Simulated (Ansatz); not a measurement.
# NbSi2N4 monolayer in a perpendicular field, part 2 of 3

What dipole does a perpendicular field induce in the NbSi2N4 monolayer? A positive field points along +c.

Ansatz 0.2.0; plane-wave DFT, PBE-D3(BJ), Ansatz PAW.

So far. Step 2 (Relaxing the slab): The lattice constant a goes from 2.920 to 2.950 Å.

### Step 3. Single point, field 0

A sawtooth potential applies the field, turning back in the middle of the vacuum. With the dipole correction the typed value is the field outside the slab. The induced dipole is small, so the SCF threshold is tight.

The cell differs from the one that the last finished run ended in (c 45.359 → 25.016 Å).

File input.yaml:

```yaml
crystal:
  lattice:
    - [2.9502392516, 0.0, 0.0]
    - [-1.4751196258, 2.5549821391, 0.0]
    - [0.0, 0.0, 25.0156492995]
  atoms:
    - { symbol: "N", position: [0.0, 0.0, 0.3597747911], spin: 0.01 }
    - { symbol: Si, position: [0.3333333333, 0.6666666667, 0.3799187149] }
    - { symbol: "N", position: [0.3333333333, 0.6666666667, 0.4497628575], spin: 0.01 }
    - { symbol: Nb, position: [0.0, 0.0, 0.5], spin: 0.35 }
    - { symbol: "N", position: [0.3333333333, 0.6666666667, 0.5502371425], spin: 0.01 }
    - { symbol: Si, position: [0.3333333333, 0.6666666667, 0.6200812851] }
    - { symbol: "N", position: [0.0, 0.0, 0.6402252089], spin: 0.01 }
magnetization:
  spin_polarized: true
kpoints:
  mp_grid: { grid: [18, 18, 1] }
  band_path:
    path: [[0, 0, 0], [0.5, 0, 0], [0.33333333, 0.33333333, 0], [0, 0, 0]]
    npoints: 16
hamiltonian:
  xc: pbe
  dispersion: d3bj
scf:
  occupations: { method: fermi_dirac, width: 0.05 }
  convergence: { dr2_threshold: 1.0e-10 }
efield:
  axis: 3
  dipole_correction: true
  ramp_position: 0.97
  ramp_width: 0.06
  amplitude: 0
output:
  dos: { projected: true, e_range: [-6, 5] }
  bader: true
  write_potential: true
  write_density: true
  volumetric_format: npy
  elf: true
```

Run with:

```
$ ansatz run input.yaml --threads 4 --pin off --max-ram 6144MiB --backend cpu --events-out ev --progress --plain --runs-dir out
```

Log:

```text
[...]
Crystal: 7 atoms, lattice volume = 188.563 Å³
Basis set: ecut = 420 eV, 3611 PW (Γ)
Bands: 28, of which v1, the nominal top of the filled ones, is band 21 counted from 1 (20 counted from 0)
Symmetry: 6 space group operations
k-points: 37 of 324 (time reversal used)
[...]
Starting moments: Σ|m| = 0.39 μB on 5 of 7 sites
[...]
SCF iter   1: F=—  HF=-7341.947825 eV  |F-HF|=—  |Δ(HF+E_count)|=         —  Δρ=3.91e-2 (↑3.91e-2 ↓3.87e-2)  dr2=1.49e1  dr2_m=1.30e-2  M=0.094 μB ∫|m|=0.120 μB  β_m=0.39  ethr=3.10e-3  p=0.000 e·Å  D=2.07e-13 V/Å  ΔV_dip=-0.00 eV  dr2_dipole=2.34e-9  V_vac-E_F(+/−)=6.47/6.47 eV  ⟨swp⟩=10.0  Hψ=13818  notcnv=0
[...]
efield: sawtooth ramp at fractional position 0.9700 (set: `efield.ramp_position`, or a place that a band, a saddle search or an elastic batch's reference lends), width 0.0600; the density the first Hamiltonian is built on has a dipole p = 0.000 e·Å; the dipole correction subtracts the counter field D = 2.07e-13 V/Å, which shifts the + side's vacuum level by -0.00 eV against the − side's; the planar-averaged density in the ramp window peaks in size at 5.3e-7 e/Å³
[...]
SCF iter   2: F=—  HF=-7356.839417 eV  |F-HF|=—  |Δ(HF+E_count)|=    1.49e1  Δρ=1.90e-2 (↑1.90e-2 ↓1.86e-2)  dr2=3.17e0  dr2_m=4.19e-3  M=0.108 μB ∫|m|=0.117 μB  β_m=0.41  ethr=3.10e-3  p=-0.000 e·Å  D=-1.71e-5 V/Å  ΔV_dip=0.00 eV  dr2_dipole=2.38e-8  V_vac-E_F(+/−)=5.79/5.79 eV  ⟨swp⟩=4.1  Hψ=6108  notcnv=0  defer=114
density mixer auto → msr1: a metal under ldos (density of states about μ 0.82 of a free-electron gas's, 16 screened modes)
SCF iter   3: F=—  HF=-7367.338369 eV  |F-HF|=—  |Δ(HF+E_count)|=    1.05e1  Δρ=1.14e-2 (↑1.14e-2 ↓1.13e-2)  dr2=5.27e-1  dr2_m=2.84e-4  M=0.146 μB ∫|m|=0.148 μB  β_m=0.57  ethr=3.10e-3  p=-0.000 e·Å  D=-7.46e-6 V/Å  ΔV_dip=0.00 eV  dr2_dipole=4.18e-9  V_vac-E_F(+/−)=5.57/5.57 eV  ⟨swp⟩=4.5  Hψ=5898  notcnv=0  defer=102
[...]
SCF iter  16: F=-7368.253987 eV  HF=-7368.253987 eV  |F-HF|=1.64e-11  |Δ(HF+E_count)|=  4.89e-10  Δρ=4.95e-8 (↑4.95e-8 ↓4.19e-8)  dr2=1.35e-11  dr2_m=1.98e-12  M=0.856 μB ∫|m|=0.872 μB  ethr=1.00e-12  p=0.000 e·Å  D=2.76e-8 V/Å  ΔV_dip=-0.00 eV  dr2_dipole=2.45e-14  V_vac-E_F(+/−)=5.45/5.45 eV  ⟨swp⟩=12.5  Hψ=10381  notcnv=0
SCF 1 converged in 16 iterations: F = -7368.253987 eV  dr2 = 1.35e-11
[...]
NSCF: frozen V_eff on 49 k-points
efield: sawtooth ramp at fractional position 0.9700 (kept from the solve that this one continues, or follows in the run), width 0.0600; the density the first Hamiltonian is built on has a dipole p = 0.000 e·Å; the dipole correction subtracts the counter field D = 2.76e-8 V/Å, which shifts the + side's vacuum level by -0.00 eV against the − side's; the planar-averaged density in the ramp window peaks in size at 7.0e-8 e/Å³
SCF converged after 16 iterations
Magnetization: 0.8558 μB (20.9279 up, 20.0721 down)
Absolute magnetization: 0.8724 μB (∫|ρ↑−ρ↓|, with the PAW one-centre terms)
[...]
Per-site moments (μB) at R_I (Å): [(0.00785593, 0.732723), (0.00358246, 0.720719), (0.00678304, 0.720719), (0.348724, 0.873160), (0.00678304, 0.720719), (0.00358246, 0.720719), (0.00785593, 0.732723)]
Free energy (F): -7368.253987 eV
[...]
Internal energy: -7368.242032 eV  (E = F + TS)
E sigma→0 (E₀):  -7368.248010 eV
Entropy (-TS):   -0.011955 eV (-1.708 meV/atom)
Fermi energy:    1.250355 eV
Dipole field:    D = -0.000000 V/Å  (p = -0.000000 e·Å, saw-weighted, corrected)
Work function:   Φ+ = 5.4468 eV   Φ− = 5.4468 eV
Levels:          The Fermi level and band energies are counted from a zero that moves with the ramp; work functions are not
[...]
--- Band table (eV; the first three rows and the last of 74) ---
  k-point 0 ↑: bands = [... 17 lower, -0.8979, -0.8979, -0.8735, 1.5437, 4.5608, 4.5608, 5.0281, 5.0319, ... 3 higher]
  k-point 1 ↑: bands = [... 17 lower, -1.0569, -0.9584, -0.7199, 1.5230, 4.3728, 4.5597, 4.8993, 5.2481, ... 3 higher]
  k-point 2 ↑: bands = [... 17 lower, -1.2080, -1.1240, -0.6523, 1.3867, 4.2319, 4.5604, 4.8202, 5.4947, ... 3 higher]
  k-point 36 ↓: bands = [... 17 lower, -2.4056, -0.5650, 0.1605, 1.9616, 4.5173, 5.2122, 6.5199, 6.8140, ... 3 higher]
--- Bader charges: 7 sites ---
  site symbol  charge [e]  shift [e]    m [muB]
     0      N     -2.2873     0.0095     0.0141
     1     Si      3.0714     0.0125     0.0047
     2      N     -1.7771     0.0029     0.0731
     3     Nb      1.9862     0.0004     0.6721
     4      N     -1.7772     0.0029     0.0731
     5     Si      3.0714     0.0125     0.0047
     6      N     -2.2873     0.0095     0.0141
  estimated error of the sums over rays = 7.6e-4 e
```

Wall time 25 s (4 threads of Intel Xeon 6975P-C (Granite Rapids), shared host); peak memory 0.91 GiB.

Read from the output:

| Quantity | Value |
| --- | --- |
| energy at zero smearing | -7368.2480 eV |
| total moment | 0.8558 μB |
| site moments | 0.007856, 0.003582, 0.006783, 0.3487, 0.006783, 0.003582, 0.007856 μB |
| work function, upper face | 5.447 eV |
| dipole along the normal | -1.97e-7 e·Å |

Running mean over a fixed 2.6 Å (it still follows the layers) of the planar mean; the ramp of the sawtooth is left out. Electron's electrostatic potential energy less the Fermi level against z:

```
z (Å)  electron's electrostatic potential energy less the Fermi level (eV)
    4                                                                 5.45
    5                                                                 5.45
    6                                                                 5.43
    7                                                                 4.97
    8                                                                -1.45
    9                                                                -8.00
   10                                                                -9.76
   11                                                                -8.07
   12                                                                -12.7
   13                                                                -12.8
   14                                                                -8.12
   15                                                                -9.76
   16                                                                -8.05
   17                                                                -1.60
   18                                                                 4.94
   19                                                                 5.43
   20                                                                 5.45
   21                                                                 5.45
```

The density of states has structure finer than the step of the table below, so its rows give means over 0.25 eV. Peaks (eV: height): total -5.670: 5.46, -5.280: 7.32, -2.990: 5.13, -2.110: 8.41, -1.950: 7.32, -0.760: 5.93, 0.070: 7.07; up -5.860: 2.85, -5.340: 4.57, -3.410: 2.69, -2.990: 3.38, -2.140: 4.55, -1.970: 4.15, -0.760: 5.93; down -5.280: 4.66, -5.200: 3.72, -4.540: 3.11, -2.880: 3.39, -2.090: 4.34, -1.860: 5.77, 0.070: 6.87.

Density of states against energy, zero at the Fermi level; means over each step; values in states/eV a cell:

```
energy (eV)   total       up    down
      -5.75    5.13     2.57    2.56
      -5.50    3.35     1.63    1.72
      -5.25    5.80     2.86    2.93
      -5.00    4.01     2.13    1.88
      -4.75    4.17     2.18    2.00
      -4.50    3.89     1.75    2.14
      -4.25    2.67     1.22    1.45
      -4.00    2.36     1.14    1.22
      -3.75    1.80    0.906   0.895
      -3.50    2.80     1.61    1.20
      -3.25    4.06     1.99    2.07
      -3.00    4.44     2.25    2.19
      -2.75    3.69     1.80    1.89
      -2.50    4.08     1.99    2.09
      -2.25    4.37     2.27    2.10
      -2.00    7.03     3.33    3.70
      -1.75    2.64    0.973    1.67
      -1.50   0.855    0.420   0.436
      -1.25   0.730    0.343   0.388
      -1.00  0.0285  0.00188  0.0266
      -0.75    2.03     2.03       0
      -0.50    1.17     1.17       0
      -0.25   0.572    0.572       0
       0.00    1.55    0.215    1.34
       0.25    1.79    0.157    1.63
       0.50   0.647        0   0.647
       0.75   0.288        0   0.288
       1.00   0.130        0   0.130
       1.25       0        0       0
```

Projected DOS per atom over height of the atomic layer and energy from the Fermi level. Layers: N Si N Nb N Si N from below.

Ten even steps from '_' (0.00 states/eV) to '@' (1.32 states/eV), each cell a mean:
```
______________
______________
______________
______..______
______**______
______@@______
______==______
______@@______
______________
..__..__..__..
++__%%..%%__++
%%__@@--@@__%%
==__##==##__==
++__**==**__++
==__**==**__==
::__------__::
--__::--::__--
==..--==--..==
++..++==++..++
%%::==--==::%%
++::++==++::++
++--**==**--++
```
Columns: height of the atomic layer (Å) from 9 to 16.0 (not evenly spaced); rows upwards: energy from the Fermi level (eV) from -5.96 to 1.96.

Projected DOS per atom, spin up over height of the atomic layer and energy from the Fermi level. Layers: N Si N Nb N Si N from below.

Values in states/eV, 22 rows by 7 columns, each cell a mean:
```
0.00 0.00 0.00 0.00 0.00 0.00 0.00
0.00 0.00 0.00 0.00 0.00 0.00 0.00
0.00 0.00 0.00 0.00 0.00 0.00 0.00
0.00 0.00 0.00 0.00 0.00 0.00 0.00
0.00 0.00 0.01 0.05 0.01 0.00 0.00
0.01 0.01 0.03 0.18 0.03 0.01 0.01
0.02 0.01 0.07 0.58 0.07 0.01 0.02
0.04 0.02 0.12 1.23 0.12 0.02 0.04
0.03 0.00 0.03 0.00 0.03 0.00 0.03
0.10 0.00 0.10 0.01 0.10 0.00 0.10
0.34 0.01 0.47 0.10 0.47 0.01 0.34
0.55 0.02 0.66 0.23 0.66 0.02 0.55
0.31 0.02 0.49 0.31 0.49 0.02 0.31
0.38 0.03 0.44 0.33 0.44 0.03 0.38
0.31 0.04 0.46 0.34 0.46 0.04 0.31
0.15 0.02 0.28 0.22 0.28 0.02 0.15
0.24 0.04 0.17 0.20 0.17 0.04 0.24
0.30 0.07 0.21 0.26 0.21 0.07 0.30
0.38 0.12 0.37 0.36 0.37 0.12 0.38
0.53 0.18 0.33 0.24 0.33 0.18 0.53
0.40 0.16 0.37 0.29 0.37 0.16 0.40
0.37 0.21 0.46 0.32 0.46 0.21 0.37
```
Columns: height of the atomic layer (Å) from 9 to 16.0 (not evenly spaced); rows upwards: energy from the Fermi level (eV) from -5.96 to 1.96.

Projected DOS per atom, spin down over height of the atomic layer and energy from the Fermi level. Layers: N Si N Nb N Si N from below.

Ten even steps from '_' (0.00 states/eV) to '@' (1.05 states/eV), each cell a mean:
```
______________
______________
______________
______::______
______##______
______@@______
______________
______________
______________
____..__..____
==__++..++__==
==__**::**__==
--__==::==__--
--__==--==__--
::__==::==__::
..__::..::__..
::__..::..__::
::__::::::__::
--..--::--..--
++..::..::..++
--..--::--..--
--..--::--..--
```
Columns: height of the atomic layer (Å) from 9 to 16.0 (not evenly spaced); rows upwards: energy from the Fermi level (eV) from -5.96 to 1.96.

Deep bands are left out, so band numbers here count from the lowest band kept and differ from the log's. Electronic bands along the path, in eV, zero at the Fermi level; # counts the bands kept:

```
  point  up #10  up #11  up #12  up #13  down #10  down #11  down #12  down #13
      Γ   -2.15   -2.15   -2.12    0.29     -2.09     -2.07     -2.07      0.99
halfway   -2.92   -2.58   -2.12   -0.62     -2.86     -2.41     -2.08      0.20
      M   -2.22   -2.21   -1.69   -0.65     -2.18     -2.14     -1.64      0.14
halfway   -2.75   -1.96   -1.56   -0.44     -2.62     -1.89     -1.52      0.34
      K   -3.84   -1.87   -1.13   -0.09     -3.66     -1.82     -1.09      0.71
halfway   -2.41   -2.29   -2.14   -0.76     -2.29     -2.25     -2.09      0.07
      Γ   -2.15   -2.15   -2.12    0.29     -2.09     -2.07     -2.07      0.99
```

Site moment by atom:

```
atom  site moment (μB)
  N1             0.008
 Si2             0.004
  N3             0.007
 Nb4             0.349
  N5             0.007
 Si6             0.004
  N7             0.008
```

Spin density in the ca plane at fractional y = 0.667, with atoms of Si and N within 0.2 Å of it.

Values in units of 1e-2 e/Å³, 5 rows by 16 columns, each cell a mean:
```
0.0 0.0 0.0 0.0 0.0 0.0 0.0 0.1 0.0 0.2 1.2 9.3 1.2 0.2 0.0 0.1
0.0 0.0 0.0 0.0 0.0 0.0 0.0 0.0 0.0 0.2 0.8 6.4 0.8 0.2 0.0 0.0
0.0 0.0 0.0 0.0 0.0 0.0 0.0 0.0 0.1 0.9 0.1 0.9 0.1 0.9 0.1 0.0
0.0 0.0 0.0 0.0 0.0 0.0 0.0 0.0 0.2 1.3 0.3 0.1 0.3 1.3 0.2 0.0
0.0 0.0 0.0 0.0 0.0 0.0 0.0 0.0 0.1 0.3 0.5 4.2 0.5 0.3 0.1 0.0
```
Columns run along c (16.0 Å, from fractional 0.05 to 0.69 of the cell), rows up along a (3.0 Å). Atoms in or near the plane, at fractional coordinates: Si at (0.38, 0.33), N at (0.45, 0.33), N at (0.55, 0.33), Si at (0.62, 0.33).

ELF in the ca plane at fractional y = 0.667, with atoms of Si and N within 0.2 Å of it. It is the smooth field of the valence electrons, not physical close to the nuclei.

Ten even steps from '0' (0.00) to '9' (0.86), each cell a mean:
```
00000000000000000135778631122135411211267876
00000000000000000135778631111135411110267776
00000000000000000024688632466422236653368864
00000000000000000012465336888841379887335652
00000000000000000001222239954862485499522221
00000000000000000001221249943862484389522121
00000000000000000002454237888841388898424542
00000000000000000024678633577422247763368864
```
Columns run along c (16.0 Å, from fractional 0.05 to 0.69 of the cell), rows up along a (3.0 Å). Atoms in or near the plane, at fractional coordinates: Si at (0.38, 0.33), N at (0.45, 0.33), N at (0.55, 0.33), Si at (0.62, 0.33).

Electrostatic potential energy in the ca plane at fractional y = 0.667, with atoms of Si and N within 0.2 Å of it. With pseudopotentials it is smooth inside the atoms' cores, unlike the true potential.

Values in eV, 5 rows by 16 columns, each cell a mean:
```
  7   7   7   7   5  -1   2   2 -18  -8   3   0   1   6   7   7
  7   7   7   7   4  -7  -2   1 -11  -5   2  -7  -2   6   7   7
  7   7   7   6   0 -40 -23 -34  -5 -19 -23 -41 -21   5   7   7
  7   7   7   6  -1 -47 -30 -47  -6 -25 -33 -47 -26   4   7   7
  7   7   7   6   3 -16  -7  -5  -7  -5  -3 -16  -6   5   7   7
```
Columns run along c (16.0 Å, from fractional 0.16 to 0.79 of the cell; values clipped at the 3rd and 97th percentile), rows up along a (3.0 Å). Atoms in or near the plane, at fractional coordinates: Si at (0.38, 0.33), N at (0.45, 0.33), N at (0.55, 0.33), Si at (0.62, 0.33).

The work function of the upper face is 5.45 eV.

### Step 4. Atoms held, field 0.05 V/Å

input.yaml: that of step 3 with these lines changed.

```diff
@@ -31,6 +31,4 @@
   ramp_width: 0.06
-  amplitude: 0
+  amplitude: 0.05
 output:
-  dos: { projected: true, e_range: [-6, 5] }
-  bader: true
   write_potential: true
@@ -38,2 +36 @@
   volumetric_format: npy
-  elf: true
```

Log:

```text
[...]
Crystal: 7 atoms, lattice volume = 188.563 Å³
Basis set: ecut = 420 eV, 3611 PW (Γ)
Bands: 28, of which v1, the nominal top of the filled ones, is band 21 counted from 1 (20 counted from 0)
Symmetry: 6 space group operations
k-points: 37 of 324 (time reversal used)
[...]
Starting moments: Σ|m| = 0.39 μB on 5 of 7 sites
[...]
k-point 1 ↑: bands = [... 17 lower, -1.0569, -0.9584, -0.7199, 1.5230, 4.3725, 4.5597, 4.8985, 5.2480, ... 3 higher]
  k-point 2 ↑: bands = [... 17 lower, -1.2079, -1.1240, -0.6522, 1.3867, 4.2315, 4.5604, 4.8200, 5.4947, ... 3 higher]
  k-point 36 ↓: bands = [... 17 lower, -2.4057, -0.5654, 0.1608, 1.9615, 4.5172, 5.2120, 6.5198, 6.8140, ... 3 higher]
[key lines of the parts left out:]
SCF converged after 16 iterations
Magnetization: 0.8558 μB (20.9279 up, 20.0721 down)
Free energy (F): -7368.254402 eV
Fermi energy:    1.250300 eV
Dipole field:    D = 0.015915 V/Å  (p = 0.016584 e·Å, saw-weighted, corrected)
```

Run time: 13 s. Hardware: 4 threads; peak memory 0.91 GiB.

The dipole is 0.0166 e·Å.

### Step 5. Single point, field -0.05 V/Å

input.yaml: that of step 4 with these lines changed.

```diff
@@ -31,3 +31,3 @@
   ramp_width: 0.06
-  amplitude: 0.05
+  amplitude: -0.05
 output:
```

Log:

```text
[...]
Crystal: 7 atoms, lattice volume = 188.563 Å³
Basis set: ecut = 420 eV, 3611 PW (Γ)
Bands: 28, of which v1, the nominal top of the filled ones, is band 21 counted from 1 (20 counted from 0)
Symmetry: 6 space group operations
k-points: 37 of 324 (time reversal used)
[...]
Starting moments: Σ|m| = 0.39 μB on 5 of 7 sites
[...]
k-point 1 ↑: bands = [... 17 lower, -1.0569, -0.9584, -0.7199, 1.5230, 4.3725, 4.5597, 4.8985, 5.2480, ... 3 higher]
  k-point 2 ↑: bands = [... 17 lower, -1.2079, -1.1240, -0.6522, 1.3867, 4.2315, 4.5604, 4.8200, 5.4947, ... 3 higher]
  k-point 36 ↓: bands = [... 17 lower, -2.4057, -0.5654, 0.1608, 1.9615, 4.5172, 5.2120, 6.5198, 6.8140, ... 3 higher]
[key lines of the parts left out:]
SCF converged after 16 iterations
Magnetization: 0.8558 μB (20.9279 up, 20.0721 down)
Free energy (F): -7368.254402 eV
Fermi energy:    1.250300 eV
Dipole field:    D = -0.015915 V/Å  (p = -0.016584 e·Å, saw-weighted, corrected)
```

Wall time 14 s (4 threads); peak memory 0.91 GiB.

The dipole is -0.0166 e·Å.

### Step 6. Atoms held, field 0.1 V/Å

input.yaml: that of step 5 with these lines changed.

```diff
@@ -31,3 +31,3 @@
   ramp_width: 0.06
-  amplitude: -0.05
+  amplitude: 0.1
 output:
```

Log:

```text
[...]
Crystal: 7 atoms, lattice volume = 188.563 Å³
Basis set: ecut = 420 eV, 3611 PW (Γ)
Bands: 28, of which v1, the nominal top of the filled ones, is band 21 counted from 1 (20 counted from 0)
Symmetry: 6 space group operations
k-points: 37 of 324 (time reversal used)
[...]
Starting moments: Σ|m| = 0.39 μB on 5 of 7 sites
[...]
k-point 1 ↑: bands = [... 17 lower, -1.0568, -0.9585, -0.7199, 1.5228, 4.3713, 4.5595, 4.8961, 5.2479, ... 3 higher]
  k-point 2 ↑: bands = [... 17 lower, -1.2077, -1.1241, -0.6522, 1.3866, 4.2304, 4.5602, 4.8193, 5.4945, ... 3 higher]
  k-point 36 ↓: bands = [... 17 lower, -2.4058, -0.5664, 0.1617, 1.9613, 4.5171, 5.2115, 6.5193, 6.8140, ... 3 higher]
[key lines of the parts left out:]
SCF converged after 16 iterations
Magnetization: 0.8558 μB (20.9279 up, 20.0721 down)
Free energy (F): -7368.255646 eV
Fermi energy:    1.250159 eV
Dipole field:    D = 0.031828 V/Å  (p = 0.033166 e·Å, saw-weighted, corrected)
```

Run time: 14 s. Hardware: 4 threads; peak memory 0.91 GiB; 53 s of CPU time.

The dipole is 0.0332 e·Å.

### Step 7. Atoms held, field 0.2 V/Å

input.yaml: that of step 6 with these lines changed.

```diff
@@ -31,3 +31,3 @@
   ramp_width: 0.06
-  amplitude: 0.1
+  amplitude: 0.2
 output:
```

Log:

```text
[...]
Crystal: 7 atoms, lattice volume = 188.563 Å³
Basis set: ecut = 420 eV, 3611 PW (Γ)
Bands: 28, of which v1, the nominal top of the filled ones, is band 21 counted from 1 (20 counted from 0)
Symmetry: 6 space group operations
k-points: 37 of 324 (time reversal used)
[...]
Starting moments: Σ|m| = 0.39 μB on 5 of 7 sites
[...]
k-point 1 ↑: bands = [... 17 lower, -1.0563, -0.9590, -0.7196, 1.5223, 4.3665, 4.5588, 4.8851, 5.2473, ... 3 higher]
  k-point 2 ↑: bands = [... 17 lower, -1.2065, -1.1245, -0.6519, 1.3861, 4.2261, 4.5595, 4.8163, 5.4939, ... 3 higher]
  k-point 36 ↓: bands = [... 17 lower, -2.4064, -0.5706, 0.1654, 1.9607, 4.5164, 5.2096, 6.5177, 6.8139, ... 3 higher]
[key lines of the parts left out:]
SCF converged after 16 iterations
Magnetization: 0.8557 μB (20.9279 up, 20.0721 down)
Free energy (F): -7368.260621 eV
Fermi energy:    1.249599 eV
Dipole field:    D = 0.063660 V/Å  (p = 0.066338 e·Å, saw-weighted, corrected)
```

Wall time 14 s (4 threads); peak memory 0.92 GiB; 52 s of CPU time.

The dipole is 0.0663 e·Å.

(Part 2 of 3 ends here.)

[Long decimals in the printed logs are rounded to 6 places.]

[Logs are printed without paths, hosts, clocks, repeated set-up lines and the standing remarks that a program may print on its own settings, such as how far it seeks lower states.]

[Hosts, paths, dates, database ids (printed as entryN), source tags and the programs' standing remarks are cut or masked in the printed files.]

[Maps of the electrostatic potential energy from Ansatz leave out the sawtooth potential of an applied field or a dipole correction, so their vacuum need not be flat; planar profiles and work functions include it.]
